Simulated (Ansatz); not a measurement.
# Time against size: Zr2CO2 MXene, 4 layers (80 atoms) repeated, support functions

The cell holds 80 atoms: 16 C, 32 Zr and 32 O. Cell: a = 6.752 Å, b = 6.752 Å, c = 40.780 Å, α = 90.0°, β = 90.0°, γ = 120.0°. It derives from Zr2CO2 (Zr2CO2 MXene). 4 layers of Zr2CO2 MXene (a = 3.31 Å), 2 x 2 cells, biaxial strain +2 %, every second layer slid by 0.167 of a1 + 2 a2; facing planes 2.84, 2.72, 2.82 Å apart; 14 Å of vacuum. Regions: layer 1, 20 atoms (4 C, 8 Zr and 8 O); layer 2, 20 atoms (4 C, 8 Zr and 8 O); layer 3, 20 atoms (4 C, 8 Zr and 8 O); layer 4, 20 atoms (4 C, 8 Zr and 8 O). Vacuum lies along c.

Calculated with Ansatz 0.2.0: Kohn-Sham DFT, RPBE+D3(BJ), PAW (set soft_2), localised support functions (medium); the typed cell is repeated and solved at Γ on 1 × NVIDIA GB200 with 32 threads of Arm Neoverse V2, shared host.

| atoms | wall time divided by the number of SCF cycles (s) | repeats | SCF cycles |
| --- | --- | --- | --- |
| 80 | 0.2888 | 1×1×1 | 24 |
| 720 | ? | ? | ? |
| 1280 | 2.883 | 4×4×1 | 20 |
| 2880 | 12.00 | 6×6×1 | 21 |

Task: Fit a power law of the atom count to the rows given and interpolate to the withheld row.

**Working.**

A power law y = A x^b is a line in u = ln x and v = ln y.

```
u = ln x  v = ln y
 4.38203  -1.24219
 7.15462   1.05883
 7.96555   2.48530
```

With n = 3: mean u = 6.50073, mean v = 0.767314, Σ(u − ū)² = 7.0622, Σ(u − ū)(v − v̄) = 6.9647. Slope b = 6.9647 / 7.0622 = 0.98620; intercept a = v̄ − b ū = -5.6437.

At the withheld row u = 6.579, v = a + b u = 0.8448, and y = exp(v).

Prediction at 720: 2.327 s. The run gave 1.488 s, so the fit is high by 0.84 s (56 % of the value).

The fitted exponent is 0.99. Between neighbouring rows, the withheld one included, the exponents are 0.75, 1.2 and 1.8, so one power law doesn't hold over the range. Among the rows given, the largest relative miss of the fit is at 1280, by 1.2 s (42 %).

Limits: One run a row; fixed overheads weigh on the small cells.

[Logs are printed without paths, hosts, clocks, repeated set-up lines and the standing remarks that a program may print on its own settings, such as how far it seeks lower states.]

[Hosts, paths, dates, database ids (printed as entryN), source tags and the programs' standing remarks are cut or masked in the printed files.]
